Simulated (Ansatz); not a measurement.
# Decaying states in the gap of La2Cu2TeSO2, part 3 of 4

Wanted: the relaxed cell of La2Cu2TeSO2, its band edges and its decay constants. It is built by putting Te for Se in the La2Cu2SeSO2 structure of space group P4mm, with the volume rescaled by atomic radii. The parent structure comes from the Materials Project.

Ansatz 0.2.0; PBE DFT, plane waves, PAW files (the session's first sound run).

So far, gap on the k-mesh (eV): step 3 (the bulk crystal and its band edges) 1.31; step 4 (complex bands, plane (100), k-mesh 6×4×6) 1.31.

The structure was built from a prototype and need not be the compound's stable phase.

**6. Complex bands, plane (001), k-mesh 6×6×4**

Level of this step: PBE DFT, plane waves, PAW files; complex bands by layer matching along the plane's normal (Ansatz).

The same for the (001) plane, at (0, 0) and (0.5, 0), to see how the decay depends on direction.

The input, input.yaml:

```yaml
crystal:
  lattice:
    - [4.089103223, 0.0, 0.0]
    - [0.0, 4.089103223, 0.0]
    - [0.0, 0.0, 9.052638133]
  atoms:
    - { symbol: La, position: [0.5, 0.5, 0.8798514925] }
    - { symbol: La, position: [0.0, 0.0, 0.151281468] }
    - { symbol: Cu, position: [0.0, 0.5, 0.471225254] }
    - { symbol: Cu, position: [0.5, 0.0, 0.471225254] }
    - { symbol: Te, position: [0.0, 0.0, 0.6653974387] }
    - { symbol: S, position: [0.5, 0.5, 0.3313880325] }
    - { symbol: O, position: [0.0, 0.5, 0.0148145301] }
    - { symbol: O, position: [0.5, 0.0, 0.0148145301] }
kpoints:
  mp_grid: { grid: [6, 6, 4] }
scf:
  occupations: { method: fixed }
hamiltonian:
  xc: pbe
output:
  eigenvalues: true
  transmission:
    leads: [[0, 0]]
    kpoints: [[0.0, 0.0], [0.5, 0.0]]
    e_range: [-1.0, 2.31]
    de: 0.07
```

On the command line:

```sh
$ ansatz run input.yaml --threads 2 --pin off --max-ram 4096MiB --backend cpu --events-out ev --progress --plain --runs-dir out
```

Numbers of over 12 decimals in the logs are rounded to 6 here.

The log of the run:

```text
[...]
Crystal: 8 atoms, lattice volume = 151.367 Å³
Basis set: ecut = 420 eV, 2959 PW (Γ)
Bands: 57, of which v1, the nominal top of the filled ones, is band 47 counted from 1 (46 counted from 0)
Symmetry: 8 space group operations
[...]
k-points: 30 of 144 (time reversal used)
[...]
SCF iter   1: F=—  HF=-34778.108794 eV  |F-HF|=—  |Δ(HF+E_count)|=         —  Δρ=2.21e-3  dr2=5.02e-3  ethr=1.77e-3  ⟨swp⟩=6.7  Hψ=5743  notcnv=0  defer=209
[...]
SCF iter   9: F=-34778.111796 eV  HF=-34778.111796 eV  |F-HF|=1.01e-8  |Δ(HF+E_count)|=   4.64e-8  Δρ=2.61e-6  dr2=1.73e-8  ethr=1.06e-10  ⟨swp⟩=12.9  Hψ=7694  notcnv=0
SCF 1 converged in 9 iterations: F = -34778.111796 eV  dr2 = 1.73e-8
[...]
transmission: 12 of 24 steps passed
transmission: 24 of 24 steps passed
SCF converged after 9 iterations
Free energy (F): -34778.111796 eV
[...]
Internal energy: -34778.111796 eV  (E = F + TS)
E sigma→0 (E₀):  -34778.111796 eV
Fermi energy:    11.658567 eV
[...]
--- Band table (eV; the first three rows and the last of 30) ---
  k-point 0: bands = [... 43 lower, 10.0664, 11.0341, 11.6586, 11.6586, 12.9687, 13.0184, 13.6431, 14.0796, ... 6 higher]
  k-point 1: bands = [... 43 lower, 10.0664, 10.8164, 11.6126, 11.6126, 12.9993, 13.1923, 13.5713, 14.1639, ... 6 higher]
  k-point 2: bands = [... 43 lower, 10.0664, 10.6058, 11.5662, 11.5662, 13.0398, 13.3452, 13.4887, 14.1637, ... 6 higher]
  k-point 29: bands = [... 43 lower, 9.5440, 9.5440, 10.2029, 10.2029, 13.7843, 14.0643, 14.1071, 14.1071, ... 6 higher]
--- Transmission ---
  basis      : 145 plane waves across, 12 finite elements along
  points     : 2, as listed
[...]
crystal 0  : S1Cu2Te1La2O2, at the sites [0, 0], period 9.0526 Å: whole cells are its period
[...]
channels       : 0.000000e0 a spin
[...]
slowest decay  : 0.2066 /Å at (0.0000, 0.0000)
```

The job ended after 25 s (2 threads of Arm Neoverse V2, shared host; peak memory 0.66 GiB; 49 s of CPU time).

This step gave:

- decay constant at the filling level, zone centre: 0.2066 Å⁻¹
- decay constant at the filling level, slowest listed point: 0.2066 Å⁻¹

K parallel (0, 0); values up to 1.5 1/Å, a degenerate pair printed once or twice; energies at which all values exceed this have no row. Table of Im kz of the slowest decaying states by energy, zero at the highest filled level on the SCF mesh:

| energy (eV) | decay 1 (Å⁻¹) | decay 2 (Å⁻¹) | decay 3 (Å⁻¹) | decay 4 (Å⁻¹) |
| --- | --- | --- | --- | --- |
| -1.00 | 0.359 | 0.532 | 0.771 | 0.792 |
| -0.86 | 0.356 | 0.536 | 0.779 | 0.794 |
| -0.72 | 0.347 | 0.539 | 0.784 | 0.795 |
| -0.58 | 0.0678 | 0.330 | 0.540 | 0.788 |
| -0.44 | 0.130 | 0.303 | 0.541 | 0.791 |
| -0.37 | 0.148 | 0.284 | 0.541 | 0.792 |
| -0.23 | 0.174 | 0.224 | 0.541 | 0.794 |
| -0.09 | 0.191 | 0.541 | 0.794 | 0.800 |
| -0.02 | 0.198 | 0.541 | 0.794 | 0.801 |
| 0.05 | 0.151 | 0.203 | 0.541 | 0.794 |
| 0.19 | 0.21 | 0.257 | 0.542 | 0.792 |
| 0.33 | 0.213 | 0.308 | 0.544 | 0.790 |
| 0.47 | 0.213 | 0.341 | 0.551 | 0.730 |
| 0.61 | 0.210 | 0.364 | 0.567 | 0.674 |
| 0.68 | 0.207 | 0.373 | 0.583 | 0.652 |
| 0.82 | 0.197 | 0.388 | 0.611 | 0.681 |
| 0.96 | 0.181 | 0.398 | 0.574 | 0.589 |
| 1.10 | 0.157 | 0.405 | 0.411 | 0.537 |
| 1.24 | 0.115 | 0.238 | 0.409 | 0.501 |
| 1.38 | 0.411 | 0.464 | 0.747 | 0.922 |
| 1.52 | 0.176 | 0.409 | 0.426 | 0.737 |
| 1.66 | 0.169 | 0.387 | 0.405 | 0.725 |
| 1.73 | 0.0835 | 0.142 | 0.366 | 0.402 |
| 1.87 | 0.162 | 0.325 | 0.392 | 0.703 |
| 2.01 | 0.0939 | 0.202 | 0.282 | 0.378 |
| 2.15 | 0.220 | 0.226 | 0.233 | 0.359 |
| 2.29 | 0.169 | 0.238 | 0.285 | 0.331 |

K parallel (0.5, 0); values up to 1.5 1/Å, a degenerate pair printed once or twice; energies at which all values exceed this have no row. Table of Im kz of the slowest decaying states by energy, zero at the highest filled level on the SCF mesh:

| energy (eV) | decay 1 (Å⁻¹) | decay 2 (Å⁻¹) | decay 3 (Å⁻¹) | decay 4 (Å⁻¹) |
| --- | --- | --- | --- | --- |
| -1.00 | 0.154 | 0.333 | 0.424 | 0.875 |
| -0.86 | 0.219 | 0.253 | 0.255 | 0.393 |
| -0.65 | 0.313 | 0.320 | 0.320 | 0.434 |
| -0.51 | 0.219 | 0.334 | 0.355 | 0.477 |
| -0.37 | 0.0899 | 0.348 | 0.381 | 0.504 |
| -0.16 | 0.308 | 0.362 | 0.410 | 0.530 |
| -0.02 | 0.352 | 0.368 | 0.427 | 0.541 |
| 0.12 | 0.372 | 0.379 | 0.442 | 0.549 |
| 0.33 | 0.375 | 0.405 | 0.465 | 0.555 |
| 0.47 | 0.375 | 0.416 | 0.482 | 0.557 |
| 0.68 | 0.372 | 0.425 | 0.522 | 0.557 |
| 0.82 | 0.370 | 0.429 | 0.555 | 0.582 |
| 0.96 | 0.366 | 0.429 | 0.552 | 0.566 |
| 1.17 | 0.360 | 0.427 | 0.540 | 0.544 |
| 1.31 | 0.360 | 0.423 | 0.516 | 0.521 |
| 1.45 | 0.379 | 0.416 | 0.500 | 0.528 |
| 1.66 | 0.291 | 0.368 | 0.403 | 0.462 |
| 1.80 | 0.284 | 0.390 | 0.429 | 0.435 |
| 1.94 | 0.260 | 0.285 | 0.374 | 0.448 |
| 2.15 | 0.138 | 0.340 | 0.341 | 0.455 |
| 2.29 | 0.298 | 0.303 | 0.385 | 0.429 |

At the listed wavevectors the last open channel is at -0.02 eV and the next at +1.38 eV on the grid. At +0.68 eV, the grid energy nearest the filling level (the middle of the gap on the SCF mesh), the slowest state at the listed wavevectors decays with κ = 0.207 Å⁻¹, its amplitude falling by e over 4.8 Å; the first such run, plane (100), gave 0.141 Å⁻¹.

**7. Band edges at another level**

This step: PBEsol DFT, plane waves, PAW files (Ansatz 0.2.0).

The edges again with PBEsol, at the same atoms.

input.yaml, as its differences from that of step 6:

```diff
@@ -2,4 +2,4 @@
   lattice:
-    - [4.089103223, 0.0, 0.0]
-    - [0.0, 4.089103223, 0.0]
+    - [4.0891032232, 0.0, 0.0]
+    - [0.0, 4.0891032232, 0.0]
     - [0.0, 0.0, 9.052638133]
@@ -16,2 +16,3 @@
   mp_grid: { grid: [6, 6, 4] }
+  band_path: { path: [VBM, CBM], npoints: 30 }
 scf:
@@ -19,9 +20,4 @@
 hamiltonian:
-  xc: pbe
+  xc: pbesol
 output:
   eigenvalues: true
-  transmission:
-    leads: [[0, 0]]
-    kpoints: [[0.0, 0.0], [0.5, 0.0]]
-    e_range: [-1.0, 2.31]
-    de: 0.07
```

The log of the run:

```text
[...]
Crystal: 8 atoms, lattice volume = 151.367 Å³
Basis set: ecut = 420 eV, 2959 PW (Γ)
Bands: 57, of which v1, the nominal top of the filled ones, is band 47 counted from 1 (46 counted from 0)
Symmetry: 8 space group operations
[...]
k-points: 30 of 144 (time reversal used)
[...]
SCF iter   1: F=—  HF=-34418.992486 eV  |F-HF|=—  |Δ(HF+E_count)|=         —  Δρ=1.35e-2  dr2=2.26e-1  ethr=1.77e-3  ⟨swp⟩=6.7  Hψ=5775  notcnv=0  defer=207
[...]
SCF iter   9: F=-34418.946627 eV  HF=-34418.946627 eV  |F-HF|=3.09e-8  |Δ(HF+E_count)|=   1.05e-7  Δρ=6.91e-6  dr2=6.89e-8  ethr=1.06e-10  ⟨swp⟩=12.1  Hψ=8375  notcnv=0
SCF 1 converged in 9 iterations: F = -34418.946627 eV  dr2 = 6.89e-8
[...]
SCF converged after 9 iterations
Free energy (F): -34418.946627 eV
[...]
Internal energy: -34418.946627 eV  (E = F + TS)
E sigma→0 (E₀):  -34418.946627 eV
Fermi energy:    11.513147 eV
[...]
--- Band table (eV; the first three rows and the last of 30) ---
  k-point 0: bands = [... 43 lower, 9.8958, 10.8811, 11.5131, 11.5131, 12.7711, 12.7984, 13.4774, 13.8483, ... 6 higher]
  k-point 1: bands = [... 43 lower, 9.8958, 10.6517, 11.4657, 11.4657, 12.8015, 12.9819, 13.4004, 13.9483, ... 6 higher]
  k-point 2: bands = [... 43 lower, 9.8958, 10.4314, 11.4179, 11.4179, 12.8416, 13.1411, 13.3130, 14.0122, ... 6 higher]
  k-point 29: bands = [... 43 lower, 9.3666, 9.3666, 10.0343, 10.0343, 13.5956, 13.8652, 13.9293, 13.9293, ... 6 higher]
```

The job ended after 51 s (2 threads; peak memory 0.53 GiB).

This step gave:

| Item | Value |
| --- | --- |
| free energy | -34418.9466 eV |
| Fermi energy | 11.51 eV |
| gap on the k-mesh | 1.258 eV |
| gap on path | 1.258 eV, by band count; negative where bands overlap |
| direct gap on path | 1.258 eV |

Levels at VBM (eV): -5.37, -5.14, -4.56, -4.56, -4.56, -4.18, -4.18, -3.78, -3.10, -3.09, -3.09, -2.88, -2.88, -2.36, -2.29, -1.98, -1.70, -1.70, -1.62, -0.63, 0.00, 0.00, 1.26, 1.29, 1.96, 2.34, 2.50, 2.68, 2.68, 2.73, 2.78, 2.78.

The searched edges give 1.26 eV, as on the mesh.

Between step 3 and this run (PBEsol) the value for the gap on the k-mesh moves from 1.31 eV to 1.26 eV.

**8. Complex bands at another level**

This step: PBEsol DFT, plane waves, PAW files; complex bands by layer matching along the plane's normal (Ansatz 0.2.0).

The complex bands at that level, over its own gap, at (0, 0) and (0.5, 0).

The input, input.yaml:

```yaml
crystal:
  lattice:
    - [4.089103223, 0.0, 0.0]
    - [0.0, 9.052638133, 0.0]
    - [0.0, 0.0, 4.089103223]
  atoms:
    - { symbol: La, position: [0.5, 0.8798514925, 0.5] }
    - { symbol: La, position: [0.0, 0.151281468, 0.0] }
    - { symbol: Cu, position: [0.5, 0.471225254, 0.0] }
    - { symbol: Cu, position: [0.0, 0.471225254, 0.5] }
    - { symbol: Te, position: [0.0, 0.6653974387, 0.0] }
    - { symbol: S, position: [0.5, 0.3313880325, 0.5] }
    - { symbol: O, position: [0.5, 0.0148145301, 0.0] }
    - { symbol: O, position: [0.0, 0.0148145301, 0.5] }
kpoints:
  mp_grid: { grid: [6, 4, 6] }
scf:
  occupations: { method: fixed }
hamiltonian:
  xc: pbesol
output:
  eigenvalues: true
  transmission:
    leads: [[0, 0]]
    kpoints: [[0.0, 0.0], [0.5, 0.0]]
    e_range: [-1.0, 2.26]
    de: 0.07
```

The log of the run:

```text
[...]
Crystal: 8 atoms, lattice volume = 151.367 Å³
Basis set: ecut = 420 eV, 2959 PW (Γ)
Bands: 57, of which v1, the nominal top of the filled ones, is band 47 counted from 1 (46 counted from 0)
Symmetry: 8 space group operations
[...]
k-points: 30 of 144 (time reversal used)
[...]
SCF iter   1: F=—  HF=-34418.992533 eV  |F-HF|=—  |Δ(HF+E_count)|=         —  Δρ=1.35e-2  dr2=2.26e-1  ethr=1.77e-3  ⟨swp⟩=6.8  Hψ=5796  notcnv=0  defer=205
[...]
SCF iter   9: F=-34418.946627 eV  HF=-34418.946627 eV  |F-HF|=3.21e-8  |Δ(HF+E_count)|=   1.09e-7  Δρ=7.02e-6  dr2=7.06e-8  ethr=1.06e-10  ⟨swp⟩=12.4  Hψ=8423  notcnv=0
SCF 1 converged in 9 iterations: F = -34418.946627 eV  dr2 = 7.06e-8
[...]
transmission: 6 of 12 steps passed
transmission: 12 of 12 steps passed
SCF converged after 9 iterations
Free energy (F): -34418.946627 eV
[...]
Internal energy: -34418.946627 eV  (E = F + TS)
E sigma→0 (E₀):  -34418.946627 eV
Fermi energy:    11.513146 eV
[...]
--- Band table (eV; the first three rows and the last of 30) ---
  k-point 0: bands = [... 43 lower, 9.8958, 10.8811, 11.5131, 11.5131, 12.7711, 12.7984, 13.4774, 13.8483, ... 6 higher]
  k-point 1: bands = [... 43 lower, 10.1497, 10.8081, 10.8201, 11.4403, 12.9896, 13.4061, 13.7160, 14.0003, ... 6 higher]
  k-point 2: bands = [... 43 lower, 10.4019, 10.4236, 10.5585, 11.2367, 13.1347, 13.5293, 13.8357, 13.9743, ... 6 higher]
  k-point 29: bands = [... 43 lower, 9.3666, 9.3666, 10.0342, 10.0342, 13.5956, 13.8652, 13.9293, 13.9293, ... 6 higher]
--- Transmission ---
  basis      : 323 plane waves across, 6 finite elements along
  points     : 2, as listed
[...]
channels       : 0.000000e0 a spin
[...]
slowest decay  : 0.1335 /Å at (0.0000, 0.0000)
```

Run time: 83 s. Hardware: 2 threads; peak memory 1.3 GiB; 2.7 min of CPU time.

Numbers from this step:

| Property | Result |
| --- | --- |
| level to which the leads are filled | 0.6290 eV from the Fermi level |
| decay constant at the filling level, zone centre | 0.1335 Å⁻¹ |
| decay constant at the filling level, slowest listed point | 0.1335 Å⁻¹ |

K parallel (0, 0); values up to 1.5 1/Å, a degenerate pair printed once or twice; energies at which all values exceed this have no row. Im kz of the slowest decaying states against energy, zero at the highest filled level on the SCF mesh:

| energy (eV) | decay 1 (Å⁻¹) | decay 2 (Å⁻¹) | decay 3 (Å⁻¹) | decay 4 (Å⁻¹) |
| --- | --- | --- | --- | --- |
| -1.00 | 0.192 | 0.282 | 0.544 | 0.584 |
| -0.86 | 0.129 | 0.191 | 0.329 | 0.550 |
| -0.72 | 0.175 | 0.180 | 0.353 | 0.552 |
| -0.58 | 0.162 | 0.163 | 0.369 | 0.528 |
| -0.51 | 0.125 | 0.215 | 0.375 | 0.511 |
| -0.37 | 0.296 | 0.383 | 0.451 | 0.566 |
| -0.23 | 0.279 | 0.388 | 0.414 | 0.566 |
| -0.09 | 0.255 | 0.391 | 0.448 | 0.560 |
| -0.02 | 0.248 | 0.392 | 0.459 | 0.549 |
| 0.05 | 0.0489 | 0.214 | 0.242 | 0.392 |
| 0.19 | 0.0900 | 0.232 | 0.390 | 0.431 |
| 0.26 | 0.102 | 0.226 | 0.389 | 0.488 |
| 0.40 | 0.119 | 0.215 | 0.385 | 0.472 |
| 0.54 | 0.130 | 0.202 | 0.379 | 0.445 |
| 0.68 | 0.136 | 0.187 | 0.370 | 0.415 |
| 0.82 | 0.136 | 0.169 | 0.359 | 0.381 |
| 0.96 | 0.129 | 0.148 | 0.341 | 0.345 |
| 1.03 | 0.120 | 0.137 | 0.318 | 0.336 |
| 1.17 | 0.0818 | 0.107 | 0.265 | 0.315 |
| 1.31 | 0.210 | 0.285 | 0.444 | 0.460 |
| 1.45 | 0.168 | 0.175 | 0.304 | 0.415 |
| 1.59 | 0.153 | 0.296 | 0.382 | 0.424 |
| 1.73 | 0.130 | 0.144 | 0.279 | 0.340 |
| 1.80 | 0.115 | 0.168 | 0.270 | 0.315 |
| 1.94 | 0.0523 | 0.165 | 0.252 | 0.277 |
| 2.08 | 0.0734 | 0.0744 | 0.172 | 0.309 |
| 2.22 | 0.102 | 0.143 | 0.305 | 0.352 |

K parallel (0, 0). The Re kz of states that move upwards by energy, zero at the highest filled level on the SCF mesh:

| energy (eV) | channel 1 (Å⁻¹) | channel 2 (Å⁻¹) | channel 3 (Å⁻¹) | channel 4 (Å⁻¹) |
| --- | --- | --- | --- | --- |
| -1.00 | -0.572 | -0.390 | 0.612 | - |
| -0.86 | -0.418 | -0.316 | - | - |
| -0.65 | -0.241 | -0.165 | - | - |
| -0.51 | -0.198 | - | - | - |
| -0.37 | -0.616 | -0.158 | - | - |
| -0.16 | -0.381 | -0.0952 | - | - |
| -0.02 | -0.134 | -0.0317 | - | - |
| 0.12 | - | - | - | - |
| 0.26 | - | - | - | - |
| 0.47 | - | - | - | - |
| 0.61 | - | - | - | - |
| 0.75 | - | - | - | - |
| 0.96 | - | - | - | - |
| 1.10 | - | - | - | - |
| 1.24 | - | - | - | - |
| 1.38 | 0.0872 | 0.165 | - | - |
| 1.59 | -0.588 | 0.162 | 0.380 | - |
| 1.73 | 0.203 | - | - | - |
| 1.87 | 0.248 | - | - | - |
| 2.08 | 0.151 | - | - | - |
| 2.22 | -0.628 | 0.268 | - | - |

K parallel (0.5, 0); values up to 1.5 1/Å, a degenerate pair printed once or twice; energies at which all values exceed this have no row. The Im kz of the slowest decaying states by energy, zero at the highest filled level on the SCF mesh:

| energy (eV) | decay 1 (Å⁻¹) | decay 2 (Å⁻¹) | decay 3 (Å⁻¹) | decay 4 (Å⁻¹) |
| --- | --- | --- | --- | --- |
| -1.00 | 0.163 | 0.214 | 0.402 | 0.463 |
| -0.86 | 0.123 | 0.325 | 0.377 | 0.588 |
| -0.72 | 0.183 | 0.354 | 0.411 | 0.581 |
| -0.58 | 0.213 | 0.374 | 0.438 | 0.578 |
| -0.51 | 0.223 | 0.382 | 0.450 | 0.577 |
| -0.37 | 0.0749 | 0.238 | 0.395 | 0.473 |
| -0.23 | 0.122 | 0.248 | 0.404 | 0.493 |
| -0.09 | 0.150 | 0.254 | 0.410 | 0.503 |
| -0.02 | 0.161 | 0.256 | 0.412 | 0.500 |
| 0.05 | 0.170 | 0.257 | 0.413 | 0.491 |
| 0.19 | 0.184 | 0.258 | 0.415 | 0.476 |
| 0.26 | 0.190 | 0.257 | 0.416 | 0.468 |
| 0.40 | 0.200 | 0.254 | 0.415 | 0.453 |
| 0.54 | 0.207 | 0.248 | 0.412 | 0.438 |
| 0.68 | 0.212 | 0.240 | 0.407 | 0.422 |
| 0.82 | 0.216 | 0.229 | 0.400 | 0.405 |
| 0.96 | 0.214 | 0.218 | 0.387 | 0.391 |
| 1.03 | 0.205 | 0.218 | 0.377 | 0.385 |
| 1.17 | 0.183 | 0.217 | 0.355 | 0.370 |
| 1.31 | 0.151 | 0.215 | 0.329 | 0.349 |
| 1.45 | 0.0960 | 0.212 | 0.298 | 0.320 |
| 1.59 | 0.206 | 0.258 | 0.276 | 0.420 |
| 1.73 | 0.195 | 0.198 | 0.200 | 0.399 |
| 1.80 | 0.128 | 0.133 | 0.192 | 0.385 |
| 1.94 | 0.0608 | 0.178 | 0.208 | 0.344 |
| 2.08 | 0.147 | 0.173 | 0.236 | 0.301 |
| 2.22 | 0.0307 | 0.0923 | 0.128 | 0.300 |

At the listed wavevectors the last open channel is at -0.02 eV and the next at +1.31 eV on the grid. At +0.61 eV, the grid energy nearest the filling level (the middle of the gap on the SCF mesh), the slowest state at the listed wavevectors decays with κ = 0.134 Å⁻¹, its amplitude falling by e over 7.5 Å; the first such run, plane (100), gave 0.141 Å⁻¹.

(Part 3 of 4 ends here.)

[Logs are printed without paths, hosts, clocks, repeated set-up lines and the standing remarks that a program may print on its own settings, such as how far it seeks lower states.]

[Hosts, paths, dates, database ids (printed as entryN), source tags and the programs' standing remarks are cut or masked in the printed files.]
